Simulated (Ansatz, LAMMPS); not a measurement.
# Relaxing glassy 70SiO2-25ZnO-5Cr2O3 (mol %) (57 atoms), part 2 of 3

Wanted: the relaxed structure of glassy 70SiO2-25ZnO-5Cr2O3 (mol %) (57 atoms) and its electronic structure.

Ansatz 0.2.0; Kohn-Sham DFT, PBE, PAW (set soft_2), plane waves.

The cell: 14 Si, 5 Zn, 2 Cr and 36 O. The quench rate of 10 K/ps far exceeds what a furnace or splat quench reaches. The starting topology of bonds comes from the classical model. Without a Hubbard term or exact exchange, open shells on Cr are likely too delocalised.

So far. Step 3 (Single point at the start): Neighbours are counted within 2.12 Å (O-Si), 2.43 Å (O-Zn), 2.40 Å (O-Cr).

## 4. Relaxation

The atoms are relaxed in the fixed cell, aiming at the force tolerance of the input.

input.yaml reads:

```yaml
crystal:
  lattice:
    - [9.14206, 0.0, 0.0]
    - [0.0, 9.14206, 0.0]
    - [0.0, 0.0, 9.14206]
  atoms:
    [... the 57 atom lines of step 3 ...]
magnetization:
  spin_polarized: true
kpoints:
  mp_grid: { grid: [2, 2, 2] }
hamiltonian:
  xc: pbe
scf:
  occupations: { method: fermi_dirac, width: 0.025 }
output:
  forces: true
relax:
  f_tol: 0.05
  max_steps: 52
```

Run with:

```console
> ansatz run input.yaml --threads 8 --pin off --max-ram 15872MiB --backend cpu --events-out ev --progress --plain --runs-dir out
```

Numbers of over 12 decimals in the logs are rounded to 6 here.

Log:

```text
[...]
Crystal: 57 atoms, lattice volume = 764.068 Å³
Basis set: ecut = 420 eV, 14939 PW (Γ), exchange–correlation on 128×128×128 points (8 copies of the dense FFT grid, shifted against one another)
Bands: 240, of which v1, the nominal top of the filled ones, is band 180 counted from 1 (179 counted from 0)
Symmetry: 1 space group operations
[...]
k-points: 8
[...]
Starting moments: Σ|m| = 6 μB on 2 of 57 sites
[...]
SCF iter   1: F=—  HF=-52748.695142 eV  |F-HF|=—  |Δ(HF+E_count)|=         —  Δρ=6.10e-2 (↑5.57e-2 ↓6.10e-2)  dr2=9.40e1  dr2_m=1.14e0  M=-6.085 μB ∫|m|=6.556 μB  β_m=0.30  ethr=3.10e-3  ⟨swp⟩=6.3  Hψ=16600  notcnv=0  defer=250
[...]
SCF iter  18: F=-52719.604930 eV  HF=-52719.604931 eV  |F-HF|=9.21e-7  |Δ(HF+E_count)|=   1.00e-6  Δρ=6.94e-6 (↑5.25e-6 ↓6.94e-6)  dr2=9.83e-7  dr2_m=2.06e-8  M=0.000 μB ∫|m|=6.246 μB  ethr=4.95e-10  ⟨swp⟩=1.0  Hψ=10624  notcnv=0
[...]
SCF 1 converged in 18 iterations: F = -52719.604930 eV  dr2 = 9.83e-7
[...]
relax step   1: F+E_penalty+E_count = -52719.60492960 eV  Δ(F+E_penalty+E_count) = +0.000e0 eV  max|allowed force component| = 8.102e0 eV/Å  Δτ_max = 0.0000 Å  (18 SCF iters, dr2 threshold 6.25e-5 eV, accepted)
[... from here on, the SCF cycles and remarks between the steps are left out ...]
relax step   2: F+E_penalty+E_count = -52721.94294575 eV  Δ(F+E_penalty+E_count) = -2.338e0 eV  max|allowed force component| = 4.178e0 eV/Å  Δτ_max = 0.1287 Å  (7 SCF iters, dr2 threshold 1.00e-4 eV, accepted)
relax step   3: F+E_penalty+E_count = -52723.45831291 eV  Δ(F+E_penalty+E_count) = -1.515e0 eV  max|allowed force component| = 1.123e0 eV/Å  Δτ_max = 0.2000 Å  (8 SCF iters, dr2 threshold 1.00e-4 eV, accepted)
relax step   4: F+E_penalty+E_count = -52723.78453574 eV  Δ(F+E_penalty+E_count) = -3.262e-1 eV  max|allowed force component| = 4.628e-1 eV/Å  Δτ_max = 0.1809 Å  (7 SCF iters, dr2 threshold 9.10e-5 eV, accepted)
relax step   5: F+E_penalty+E_count = -52723.89201299 eV  Δ(F+E_penalty+E_count) = -1.075e-1 eV  max|allowed force component| = 6.421e-1 eV/Å  Δτ_max = 0.2000 Å  (9 SCF iters, dr2 threshold 1.55e-5 eV, accepted)
relax step   6: F+E_penalty+E_count = -52723.95256454 eV  Δ(F+E_penalty+E_count) = -6.055e-2 eV  max|allowed force component| = 2.605e-1 eV/Å  Δτ_max = 0.0534 Å  (7 SCF iters, dr2 threshold 7.01e-5 eV, accepted)
relax step   7: F+E_penalty+E_count = -52723.97621432 eV  Δ(F+E_penalty+E_count) = -2.365e-2 eV  max|allowed force component| = 1.568e-1 eV/Å  Δτ_max = 0.0473 Å  (6 SCF iters, dr2 threshold 1.12e-5 eV, accepted)
relax step   8: F+E_penalty+E_count = -52724.00002089 eV  Δ(F+E_penalty+E_count) = -2.381e-2 eV  max|allowed force component| = 9.402e-2 eV/Å  Δτ_max = 0.0765 Å  (8 SCF iters, dr2 threshold 4.04e-6 eV, accepted)
relax step   9: F+E_penalty+E_count = -52723.97196077 eV  Δ(F+E_penalty+E_count) = +2.806e-2 eV  max|allowed force component| = 3.419e-1 eV/Å  Δτ_max = 0.1709 Å  (9 SCF iters, dr2 threshold 3.18e-6 eV, rejected (line search))
relax step  10: F+E_penalty+E_count = -52724.01028931 eV  Δ(F+E_penalty+E_count) = -1.027e-2 eV  max|allowed force component| = 1.221e-1 eV/Å  Δτ_max = 0.0795 Å  (10 SCF iters, accepted)
relax step  11: F+E_penalty+E_count = -52724.00695019 eV  Δ(F+E_penalty+E_count) = +3.339e-3 eV  max|allowed force component| = 1.967e-1 eV/Å  Δτ_max = 0.0560 Å  (7 SCF iters, dr2 threshold 5.36e-6 eV, rejected (line search))
relax step  12: F+E_penalty+E_count = -52724.01425682 eV  Δ(F+E_penalty+E_count) = -3.968e-3 eV  max|allowed force component| = 1.276e-1 eV/Å  Δτ_max = 0.0269 Å  (9 SCF iters, accepted)
relax step  13: F+E_penalty+E_count = -52724.01576745 eV  Δ(F+E_penalty+E_count) = -1.511e-3 eV  max|allowed force component| = 5.250e-2 eV/Å  Δτ_max = 0.0139 Å  (5 SCF iters, dr2 threshold 1.63e-5 eV, accepted)
relax step  14: F+E_penalty+E_count = -52724.01611057 eV  Δ(F+E_penalty+E_count) = -3.431e-4 eV  max|allowed force component| = 1.742e-2 eV/Å  Δτ_max = 0.0085 Å  (8 SCF iters, accepted)
SCF converged after 8 iterations
Magnetization: -0.0000 μB (180.0000 up, 180.0000 down)
Absolute magnetization: 6.2095 μB (∫|ρ↑−ρ↓|, with the PAW one-centre terms)
[...]
Per-site moments (μB) at R_I (Å): [(-0.000183032, 0.666037), (-2.715127982805398e-5, 0.665092), (-7.372833892817082e-7, 0.665400), (1.8388209057829805e-5, 0.663512), (-2.7016266331752242e-5, 0.665775), [...]
Free energy (F): -52724.016111 eV
[...]
Internal energy: -52724.016111 eV  (E = F + TS)
E sigma→0 (E₀):  -52724.016111 eV
Entropy (-TS):   -0.000000 eV (-0.000 meV/atom)
Fermi energy:    5.468392 eV
[...]
--- Forces (eV/Å), atoms counted from 1 ---
  atom   1  Si     0.00214137    -0.00112663     0.00514856
  atom   2  Si     0.00397138     0.00421528    -0.00659800
  atom   3  Si    -0.00520876     0.00277997    -0.00121892
  atom   4  Si     0.00007388     0.00266356     0.00227771
  atom   5  Si     0.00028622    -0.00603317    -0.00313172
  atom   6  Si    -0.00364195     0.00723068     0.00632954
  atom   7  Si    -0.00191296    -0.00126547     0.00044588
  atom   8  Si    -0.00426640     0.00034039     0.00161668
  atom   9  Si     0.00284550     0.00043610     0.00249980
  atom  10  Si     0.00105235    -0.00681308    -0.00141445
  atom  11  Si    -0.00229923     0.00995173    -0.00691117
  atom  12  Si    -0.00404998    -0.00283907    -0.00306964
  atom  13  Si     0.00012636    -0.00878062    -0.00052861
  atom  14  Si     0.00080994     0.00756524     0.00090955
[...]
atom  56  O     -0.00082110    -0.00285780     0.00096934
  atom  57  O     -0.00052194     0.00286358     0.00219208
  max |Σ_I F_I| component: 4.80e-5 eV/Å
--- Relaxed structure (14 steps of the walk, 12 accepted, 0 SCFs on fresh bases) ---
  F+E_penalty+E_count = -52724.01611057 eV   max|allowed force component| = 1.742e-2 eV/Å
  atoms:
    - { symbol: Si, position: [0.949108, 0.546417, 0.135083] }
    - { symbol: Si, position: [0.580659, 0.295542, 0.965906] }
    - { symbol: Si, position: [0.054142, 0.252614, 0.00710425] }
    - { symbol: Si, position: [0.839827, 0.751642, 0.650208] }
[...]
- { symbol: O, position: [0.011172, 0.137456, 0.875610] }
```

It took 2.4 min on 8 threads of AMD EPYC 9R45, shared host; peak memory 7.9 GiB.

Relaxation path:

| step | energy less that of the first step (eV) | largest force component (eV/Å) |
| --- | --- | --- |
| 1 | 0.0000 | 8.1016 |
| 2 | -2.3380 | 4.1784 |
| 3 | -3.8534 | 1.1226 |
| 4 | -4.1796 | 0.4628 |
| 5 | -4.2871 | 0.6421 |
| 6 | -4.3476 | 0.2605 |
| 7 | -4.3713 | 0.1568 |
| 8 | -4.3951 | 0.0940 |
| 9 | -4.3670 | 0.3419 |
| 10 | -4.4054 | 0.1221 |
| 11 | -4.4020 | 0.1967 |
| 12 | -4.4093 | 0.1276 |
| 13 | -4.4108 | 0.0525 |
| 14 | -4.4112 | 0.0174 |

Relaxation steps 9, 11 were tried and not accepted.

The atoms that moved most (Å):

| atom | dx | dy | dz | length |
| --- | --- | --- | --- | --- |
| Cr20 | 0.484 | -0.272 | 0.149 | 0.574 |
| Zn19 | -0.305 | -0.103 | 0.436 | 0.542 |
| O24 | -0.178 | -0.403 | 0.201 | 0.484 |
| O31 | -0.156 | 0.094 | -0.417 | 0.455 |
| O56 | -0.094 | 0.086 | 0.419 | 0.438 |
| O40 | 0.344 | -0.179 | -0.183 | 0.429 |
| O52 | 0.372 | -0.052 | 0.054 | 0.380 |
| O51 | 0.138 | -0.303 | 0.174 | 0.376 |

The relaxation changed the energy by -77.4 meV/atom, and atoms moved by 0.27 Å r.m.s., 0.57 Å at most.

## 5. Local order after relaxation

Bonds before and after, by the cutoffs listed below:

| pair | bonds before | bonds after | mean before (Å) | mean after (Å) | spread before (Å) | spread after (Å) |
| --- | --- | --- | --- | --- | --- | --- |
| O-Si | 56 | 56 | 1.621 | 1.637 | 0.057 | 0.026 |
| O-Zn | 20 | 20 | 2.016 | 2.008 | 0.107 | 0.128 |
| O-Cr | 11 | 10 | 2.073 | 1.972 | 0.142 | 0.101 |

Density 3.04 g/cm³, 13.40 Å³ an atom.

Pair distribution functions g(r), in bins of 0.2 Å:

| r (Å) | total | O-O | O-Si | O-Zn | O-Cr | Si-Si | Si-Zn |
| --- | --- | --- | --- | --- | --- | --- | --- |
| 1.50 | 0.30 | 0.00 | 0.97 | 0.00 | 0.00 | 0.00 | 0.00 |
| 1.70 | 3.61 | 0.00 | 11.60 | 0.00 | 0.00 | 0.00 | 0.00 |
| 1.90 | 1.01 | 0.00 | 0.00 | 5.50 | 9.07 | 0.00 | 0.00 |
| 2.10 | 0.35 | 0.00 | 0.00 | 2.38 | 1.88 | 0.00 | 0.00 |
| 2.30 | 0.07 | 0.00 | 0.00 | 0.64 | 0.00 | 0.00 | 0.00 |
| 2.50 | 0.43 | 1.08 | 0.00 | 0.00 | 0.00 | 0.00 | 0.00 |
| 2.70 | 2.04 | 4.87 | 0.00 | 0.22 | 0.00 | 0.00 | 1.24 |
| 2.90 | 0.62 | 0.94 | 0.00 | 0.19 | 0.53 | 0.75 | 0.51 |
| 3.10 | 1.03 | 0.73 | 0.43 | 0.71 | 0.46 | 5.49 | 2.71 |
| 3.30 | 0.75 | 0.78 | 0.54 | 0.60 | 0.41 | 0.30 | 2.76 |
| 3.50 | 0.84 | 0.61 | 0.98 | 1.09 | 1.33 | 0.00 | 1.44 |
| 3.70 | 1.04 | 0.69 | 1.48 | 1.37 | 0.91 | 0.00 | 1.26 |
| 3.90 | 0.77 | 0.41 | 1.27 | 1.11 | 1.68 | 0.00 | 0.00 |
| 4.10 | 1.20 | 0.81 | 1.90 | 1.50 | 1.24 | 0.37 | 0.79 |
| 4.30 | 1.11 | 0.81 | 1.67 | 1.18 | 1.14 | 0.83 | 0.70 |
| 4.50 | 1.11 | 1.05 | 0.95 | 1.60 | 1.45 | 1.81 | 0.85 |

Bonds by pair of elements; cutoffs follow the first minimum of g(r), held within bounds set by covalent radii, and pairs that aren't listed don't count as bonded:

| pair A-B | cutoff (Å) | bonds | mean length (Å) | spread (Å) | shortest (Å) | B about A | A about B |
| --- | --- | --- | --- | --- | --- | --- | --- |
| O-Si | 2.08 | 56 | 1.64 | 0.026 | 1.58 | 1.56 | 4 |
| O-Zn | 2.5 | 20 | 2.01 | 0.128 | 1.83 | 0.556 | 4 |
| O-Cr | 2.58 | 10 | 1.97 | 0.101 | 1.81 | 0.278 | 5 |

How many atoms have how many bonded neighbours:

| element | mean | 2 | 3 | 4 | 6 |
| --- | --- | --- | --- | --- | --- |
| Cr | 5 | 0 | 0 | 1 | 1 |
| O | 2.39 | 22 | 14 | 0 | 0 |
| Si | 4 | 0 | 0 | 14 | 0 |
| Zn | 4 | 0 | 0 | 5 | 0 |

Bond angles, per cent of each kind in bins of 5°:

| angle (°) | O-Si-O | O-Zn-O | Si-O-Zn | O-Cr-O | Si-O-Si |
| --- | --- | --- | --- | --- | --- |
| 70–75 | 0.0 | 6.7 | 0.0 | 4.8 | 0.0 |
| 75–80 | 0.0 | 0.0 | 0.0 | 4.8 | 0.0 |
| 80–85 | 0.0 | 0.0 | 0.0 | 14.3 | 0.0 |
| 85–90 | 0.0 | 6.7 | 13.6 | 4.8 | 0.0 |
| 90–95 | 0.0 | 10.0 | 4.5 | 23.8 | 0.0 |
| 95–100 | 3.6 | 10.0 | 0.0 | 14.3 | 0.0 |
| 100–105 | 14.3 | 13.3 | 4.5 | 0.0 | 0.0 |
| 105–110 | 36.9 | 13.3 | 0.0 | 4.8 | 0.0 |
| 110–115 | 33.3 | 16.7 | 4.5 | 0.0 | 0.0 |
| 115–120 | 9.5 | 0.0 | 13.6 | 4.8 | 5.0 |
| 120–125 | 1.2 | 0.0 | 13.6 | 4.8 | 5.0 |
| 125–130 | 1.2 | 0.0 | 4.5 | 0.0 | 0.0 |
| 130–135 | 0.0 | 16.7 | 9.1 | 0.0 | 10.0 |
| 135–140 | 0.0 | 3.3 | 9.1 | 0.0 | 25.0 |
| 140–145 | 0.0 | 0.0 | 13.6 | 0.0 | 15.0 |
| 145–150 | 0.0 | 3.3 | 4.5 | 4.8 | 0.0 |
| 150–155 | 0.0 | 0.0 | 4.5 | 0.0 | 30.0 |
| 155–160 | 0.0 | 0.0 | 0.0 | 0.0 | 0.0 |
| 160–165 | 0.0 | 0.0 | 0.0 | 0.0 | 0.0 |
| 165–170 | 0.0 | 0.0 | 0.0 | 14.3 | 5.0 |
| 170–175 | 0.0 | 0.0 | 0.0 | 0.0 | 5.0 |

Bond angles (no mean is given where the spread exceeds 20°):

| angle | count | mean (°) | spread (°) |
| --- | --- | --- | --- |
| O-Si-O | 84 | 109 | 5 |
| O-Zn-O | 30 | 108 | 18.5 |
| Si-O-Zn | 22 | 122 | 19.8 |
| O-Cr-O | 21 | - | - |
| Si-O-Si | 20 | 143 | 12.7 |

Oxygen atoms by the number of network formers (Si, P, Ge, B, Al, As, Ga) bound to them:

| network formers bound to O | O atoms | per cent |
| --- | --- | --- |
| 0 | 0 | 0 |
| 1 | 16 | 44.4 |
| 2 | 20 | 55.6 |

Network units: each former by its oxygen neighbours and how many of them bridge to another former:

| former | O neighbours | bridging O | atoms |
| --- | --- | --- | --- |
| Si | 4 | 0 | 1 |
| Si | 4 | 2 | 3 |
| Si | 4 | 3 | 6 |
| Si | 4 | 4 | 4 |

Bond length by coordination (bonds to H left out):

| element | coordination | atoms | mean bond length (Å) |
| --- | --- | --- | --- |
| Cr | 4 | 1 | 1.89 |
| Cr | 6 | 1 | 2.03 |
| O | 2 | 22 | 1.66 |
| O | 3 | 14 | 1.87 |

Rings of the network by King's shortest-path rule, up to 12 atoms, one path for each pair of neighbours; H, halogens, alkali and alkaline-earth atoms are left out, and the last column divides by all other atoms, bonded or not:

| ring size (atoms) | rings | per network atom |
| --- | --- | --- |
| 4 | 6 | 0.105 |
| 6 | 7 | 0.123 |
| 8 | 10 | 0.175 |
| 10 | 24 | 0.421 |
| 12 | 14 | 0.246 |

First main peaks of g(r), for some of the pairs, lie near 2.7 Å (O-O), 1.6 Å (O-Si), 1.9 Å (O-Zn), 1.9 Å (O-Cr) and 3.1 Å (Si-Si). Counting bonds as in the table, 50 % of Cr atoms have 4 and as many 6, 61 % of O atoms have 2, all Si atoms have 4 and all Zn atoms have 4 bonded neighbours. The O-Si-O angle averages 109° with a spread of 5°. Counting bonds to Si alone, not to Cr and Zn, 56 % of the oxygens join two of these atoms and 44 % one. The commonest Si unit has 4 oxygens, 3 of them shared with other formers (6 of 14 atoms). Rings of 10 atoms are the most common (39 % of those counted); sizes run from 4 to 12, where the search stops.

(Continued in part 3 of 3.)

[Logs are printed without paths, hosts, clocks, repeated set-up lines and the standing remarks that a program may print on its own settings, such as how far it seeks lower states.]

[Hosts, paths, dates, database ids (printed as entryN), source tags and the programs' standing remarks are cut or masked in the printed files.]
